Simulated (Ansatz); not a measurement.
# AgF (model cell, started as NiAs type): the cell at rest

Aim: bring AgF (model cell, started as NiAs type) to small forces and stress, as phonons need.

Program: Ansatz 0.2.0. Level of theory: DFT PBEsol, scalar-relativistic, plane waves, PAW. Results are calculated unless marked as measured.

Most raw output is cut from this account.

The structure was built from a prototype and need not be the compound's stable phase.

## (1) Set-up

The structure is hexagonal, space group P6_3/mmc (No. 194). Conventional cell: a = 3.402 Å, b = 3.402 Å, c = 5.443 Å, α = 90.00°, β = 90.00°, γ = 120.00°. Ag has 6 F at 2.39 Å nearest. Nearest to F lie 6 Ag at 2.39 Å. Farther neighbours and most contacts between anions are not listed.

## (2) Probe on a coarse mesh

A quick single point on a coarse mesh tells whether the cell has a gap and how far it is from rest, which sets the k mesh and smearing that follow.

input.yaml reads:

```yaml
crystal:
  lattice:
    - [3.40203, 0.0, 0.0]
    - [-1.70102, 2.94625, 0.0]
    - [0.0, 0.0, 5.44325]
  atoms:
    - { symbol: Ag, position: [0.0, 0.0, 0.0] }
    - { symbol: Ag, position: [0.0, 0.0, 0.5] }
    - { symbol: F, position: [0.333333, 0.666667, 0.25] }
    - { symbol: F, position: [0.666667, 0.333333, 0.75] }
kpoints:
  mp_grid: { grid: [6, 6, 4] }
hamiltonian:
  xc: pbesol
scf:
  occupations: { method: gaussian, width: 0.1 }
output:
  forces: true
  stress: true
  eigenvalues: true
```

The run is started by

```bash
$ ansatz run input.yaml --threads 4 --pin off --max-ram 7168MiB --backend cpu --events-out ev --progress --plain --runs-dir out
```

Wall time 0.51 s (4 threads of Intel Xeon 6975P-C (Granite Rapids), shared host); peak memory 0.4 GiB.

Numbers from this step:

```yaml
pressure: 8.814 GPa
volume_per_atom: 13.64 Å³
gap_on_the_k_mesh: 0 eV
```

The coarse mesh shows no gap and a pressure of 8.8 GPa.

## (3) Rough relaxation

The start is far from rest, so a relaxation with loose tolerances brings it close first.

input.yaml, as its differences from that of step 2:

```diff
@@ -20 +20,6 @@
   eigenvalues: true
+relax:
+  adjacent_minimum: "off"
+  f_tol: 0.05
+  max_steps: 80
+  cell: { stress_tol: 0.5 }
```

It took 7.7 s on 4 threads; peak memory 0.44 GiB.

The steps of the relaxation:

```csv
step,energy less that of the first step (eV),largest force component (eV/Å),pressure (GPa),volume (Å³)
1,0.0000,0.0000,8.81,54.56
2,-0.1151,0.0000,0.05,59.04
3,-0.1191,0.0000,-0.07,58.97
4,-0.1230,0.0000,-0.05,58.68
5*,-0.1482,0.0000,0.65,58.68
6,-0.1540,0.0000,0.19,58.68
7,-0.1592,0.0000,-0.13,58.36
8,-0.1650,0.0000,-0.36,57.49
9,-0.1671,0.0000,-0.37,56.26
10,-0.1673,0.0000,0.03,56.88
11*,-0.1844,0.0000,0.55,56.88
12,-0.1977,0.0000,0.25,56.52
13,-0.2132,0.0000,0.00,55.70
14*,-0.2153,0.0000,0.04,55.70
15,-0.2241,0.0000,0.16,54.86
16*,-0.2224,0.0000,0.09,54.86
```

Relaxation steps marked * repeat the geometry before them on a plane-wave basis chosen anew for their cell, so energy and pressure can jump there. Relaxation step 9 was tried and not accepted.

Forces are held to the 24 operations that the run works with; a distortion that breaks them can't arise in this run.

```csv
cell as run,before,after,change
a (Å),3.402,3.042,-10.6 %
b (Å),3.402,3.042,-10.6 %
c (Å),5.443,6.846,+25.8 %
volume (Å³/atom),13.64,13.71,+0.5 %
```

The relaxed structure:

```cif
data_structure
_symmetry_space_group_name_H-M 'P 1'
_symmetry_Int_Tables_number 1
_cell_length_a 3.0419
_cell_length_b 3.0419
_cell_length_c 6.8456
_cell_angle_alpha 90.000
_cell_angle_beta 90.000
_cell_angle_gamma 120.000
_cell_volume 54.86
loop_
_atom_site_label
_atom_site_type_symbol
_atom_site_fract_x
_atom_site_fract_y
_atom_site_fract_z
_atom_site_occupancy
Ag1 Ag 0.00000 0.00000 0.00000 1
Ag2 Ag 0.00000 0.00000 0.50000 1
F3 F 0.33333 0.66667 0.25000 1
F4 F 0.66667 0.33333 0.75000 1
```

This step gave:

```
pressure        : 0.09193 GPa
volume per atom : 13.71 Å³
```

In this step the volume went from 13.64 to 13.71 Å³/atom.

## (4) Relaxation

The cell and atoms are relaxed, since residual forces and stress would shift the frequencies.

input.yaml reads:

```yaml
crystal:
  lattice:
    - [3.0418913032, 2.5812e-06, 0.0]
    - [-1.5209478869, 2.6343538535, 0.0]
    - [0.0, 0.0, 6.8455926364]
  atoms:
    - { symbol: Ag, position: [0.0, 0.0, 0.0] }
    - { symbol: Ag, position: [0.0, 0.0, 0.5] }
    - { symbol: F, position: [0.3333333333, 0.6666666667, 0.25] }
    - { symbol: F, position: [0.6666666667, 0.3333333333, 0.75] }
kpoints:
  mp_grid: { grid: [15, 15, 6] }
hamiltonian:
  xc: pbesol
scf:
  occupations: { method: gaussian, width: 0.1 }
output:
  forces: true
  stress: true
  eigenvalues: true
  write_density: true
  write_potential: true
  elf: true
  volumetric_format: npy
relax:
  adjacent_minimum: "off"
  f_tol: 0.005
  max_steps: 80
  cell: { stress_tol: 0.05 }
```

The job ended after 4.6 s (4 threads; peak memory 0.55 GiB).

Step by step:

```csv
step,energy less that of the first step (eV),largest force component (eV/Å),pressure (GPa),volume (Å³)
1,0.0000,0.0000,0.12,54.86
2,0.0001,0.0000,-0.02,54.91
3*,-0.0001,0.0000,-0.02,54.91
```

Relaxation steps marked * repeat the geometry before them on a plane-wave basis chosen anew for their cell, so energy and pressure can jump there.

Forces are held to the 24 operations that the run works with; a distortion that breaks them can't arise in this run.

```csv
"conventional cell, symmetrised",before,after,change
a (Å),3.042,3.041,-0.0 %
b (Å),3.042,3.041,-0.0 %
c (Å),6.846,6.856,+0.1 %
volume (Å³/atom),13.71,13.73,+0.1 %
```

The relaxed structure:

```xyz
4
Lattice="3.0411 0.0000 0.0000 -1.5205 2.6337 0.0000 0.0000 0.0000 6.8555" Properties=species:S:1:pos:R:3 pbc="T T T"
Ag    0.0000    0.0000    0.0000
Ag    0.0000    0.0000    3.4278
F     0.0000    1.7558    1.7139
F     1.5205    0.8779    5.1417
```

This step gave:

- pressure: -0.01901 GPa
- volume per atom: 13.73 Å³

ELF in the ac plane at fractional y = 1.000, with atoms of Ag within 0.2 Å of it. It is the smooth field of the valence electrons, not physical close to the nuclei.

Ten even steps from '0' (0.03) to '9' (0.85), each cell a mean:
```
9876431000134678
7665320000023566
4432100000001234
1110001222100011
0000013555310000
0000135676531000
0000024565420000
1100001333100001
3321000010000123
6654210000012456
8776421000124677
9976531000135679
9876431000134678
6664310000013466
4432100000001234
1110001222100011
0000013555310000
0000135676531000
0000024565420000
1100001333100001
3321100000001123
6554210000012455
8876421000124678
9976531000135679
```
Columns run along a (3.0 Å), rows up along c (6.9 Å). Atoms in or near the plane, at fractional coordinates: Ag at (0.00, 0.00), Ag at (0.00, 0.50).

Electrostatic potential energy in the ac plane at fractional y = 1.000, with atoms of Ag within 0.2 Å of it. With pseudopotentials it is smooth inside the atoms' cores, unlike the true potential.

Ten even steps from '_' (-29 eV) to '@' (16 eV), each cell a mean:
```
______::==**%%@@@@@@%%**==::____
....::--++%%@@@@@@@@@@%%++--::..
====++##%%@@@@@@@@@@@@@@%%##++==
##%%%%%%@@@@@@@@@@@@@@@@@@%%%%%%
@@@@@@@@@@@@@@@@@@@@@@@@@@@@@@@@
@@@@@@@@@@@@@@@@@@@@@@@@@@@@@@@@
@@@@@@@@@@@@@@@@@@@@@@@@@@@@@@@@
%%%%@@@@@@@@@@@@@@@@@@@@@@@@@@%%
++****##%%@@@@@@@@@@@@@@%%##****
::::--==**%%@@@@@@@@@@%%**==--::
____..::==##%%@@@@@@%%##==::..__
______..--**%%@@@@@@%%**--..____
______::==**%%@@@@@@%%**==::____
....::==**%%@@@@@@@@@@%%**==::..
====++**%%@@@@@@@@@@@@@@%%**++==
%%%%%%@@@@@@@@@@@@@@@@@@@@@@%%%%
@@@@@@@@@@@@@@@@@@@@@@@@@@@@@@@@
@@@@@@@@@@@@@@@@@@@@@@@@@@@@@@@@
@@@@@@@@@@@@@@@@@@@@@@@@@@@@@@@@
%%%%@@@@@@@@@@@@@@@@@@@@@@@@@@%%
++++**##%%@@@@@@@@@@@@@@%%##**++
::::--==**%%@@@@@@@@@@%%**==--::
____..::==##%%@@@@@@%%##==::..__
______..--**%%@@@@@@%%**--..____
```
Columns run along a (3.0 Å; values clipped at the 3rd and 97th percentile), rows up along c (6.9 Å). Atoms in or near the plane, at fractional coordinates: Ag at (0.00, 0.00), Ag at (0.00, 0.50).

Valence density in the ac plane at fractional y = 1.000, with atoms of Ag within 0.2 Å of it. It is the smooth field of the valence electrons, not physical close to the nuclei.

Values in e/Å³, 24 rows by 16 columns, each cell a mean:
```
16 15 10  5  2  1  0  0  0  0  0  1  2  5 10 15
 8  7  5  3  1  0  0  0  0  0  0  0  1  3  5  7
 2  2  1  1  0  0  0  0  0  0  0  0  0  1  1  2
 0  0  0  0  0  0  0  0  0  0  0  0  0  0  0  0
 0  0  0  0  0  0  0  0  0  0  0  0  0  0  0  0
 0  0  0  0  0  0  0  0  0  0  0  0  0  0  0  0
 0  0  0  0  0  0  0  0  0  0  0  0  0  0  0  0
 0  0  0  0  0  0  0  0  0  0  0  0  0  0  0  0
 1  1  1  0  0  0  0  0  0  0  0  0  0  0  1  1
 6  5  3  2  1  0  0  0  0  0  0  0  1  2  3  5
14 12  8  4  2  1  0  0  0  0  0  1  2  4  8 12
20 18 12  6  2  1  0  0  0  0  0  1  2  6 12 18
17 15 10  5  2  1  0  0  0  0  0  1  2  5 10 15
 8  7  5  2  1  0  0  0  0  0  0  0  1  2  5  7
 2  2  1  1  0  0  0  0  0  0  0  0  0  1  1  2
 0  0  0  0  0  0  0  0  0  0  0  0  0  0  0  0
 0  0  0  0  0  0  0  0  0  0  0  0  0  0  0  0
 0  0  0  0  0  0  0  0  0  0  0  0  0  0  0  0
 0  0  0  0  0  0  0  0  0  0  0  0  0  0  0  0
 0  0  0  0  0  0  0  0  0  0  0  0  0  0  0  0
 1  1  1  0  0  0  0  0  0  0  0  0  0  0  1  1
 5  5  3  2  1  0  0  0  0  0  0  0  1  2  3  5
15 13  9  4  2  1  0  0  0  0  0  1  2  4  9 13
20 18 12  6  2  1  0  0  0  0  0  1  2  6 12 18
```
Columns run along a (3.0 Å), rows up along c (6.9 Å). Atoms in or near the plane, at fractional coordinates: Ag at (0.00, 0.00), Ag at (0.00, 0.50).

In this step the volume went from 13.71 to 13.73 Å³/atom.

## (5) Tight relaxation

Phonons need a cell at rest on their own settings, so the relaxation is repeated with tight tolerances on forces and stress on the k mesh and occupations of the first response run.

input.yaml reads:

```yaml
crystal:
  lattice:
    - [3.0410817441, 2.5805e-06, 0.0]
    - [-1.5205431068, 2.6336527551, 0.0]
    - [0.0, 0.0, 6.8555428513]
  atoms:
    - { symbol: Ag, position: [0.0, 0.0, 0.0] }
    - { symbol: Ag, position: [0.0, 0.0, 0.5] }
    - { symbol: F, position: [0.3333333333, 0.6666666667, 0.25] }
    - { symbol: F, position: [0.6666666667, 0.3333333333, 0.75] }
kpoints:
  mp_grid: { grid: [15, 15, 6] }
hamiltonian:
  xc: pbesol
scf:
  occupations: { method: methfessel_paxton, width: 0.2 }
output:
  forces: true
  stress: true
  eigenvalues: true
relax:
  adjacent_minimum: "off"
  f_tol: 0.001
  max_steps: 60
  cell: { stress_tol: 0.01 }
```

It took 5.6 s on 4 threads; peak memory 0.54 GiB; 20 s of CPU time.

Little changed from the start: no atom moved by 0.005 Å and no cell edge by 0.1 %.

Numbers from this step:

```
pressure        : -0.003186 GPa
volume per atom : 13.71 Å³
```

The forces vanish by symmetry and the pressure is -0.003 GPa, within the tolerances set. The cell now holds 13.71 Å³/atom.

## (6) What came out

```
space group after relaxation (within 0.01 Å) : P6_3/mmc
lattice constant a                           : 3.038 Å
lattice constant b                           : 3.038 Å
lattice constant c                           : 6.862 Å
volume per atom                              : 13.7 Å³
```

**Reading.** The forces vanish by symmetry and the pressure is -0.003 GPa, within the tolerances set. The cell now holds 13.71 Å³/atom. The relaxation keeps the symmetry of its start, so it says nothing on stability against lower symmetry. The starting cell was built on a prototype and not taken from a measurement, so the phase need not exist.

[Logs are printed without paths, hosts, clocks, repeated set-up lines and the standing remarks that a program may print on its own settings, such as how far it seeks lower states.]

[Hosts, paths, dates, database ids (printed as entryN), source tags and the programs' standing remarks are cut or masked in the printed files.]
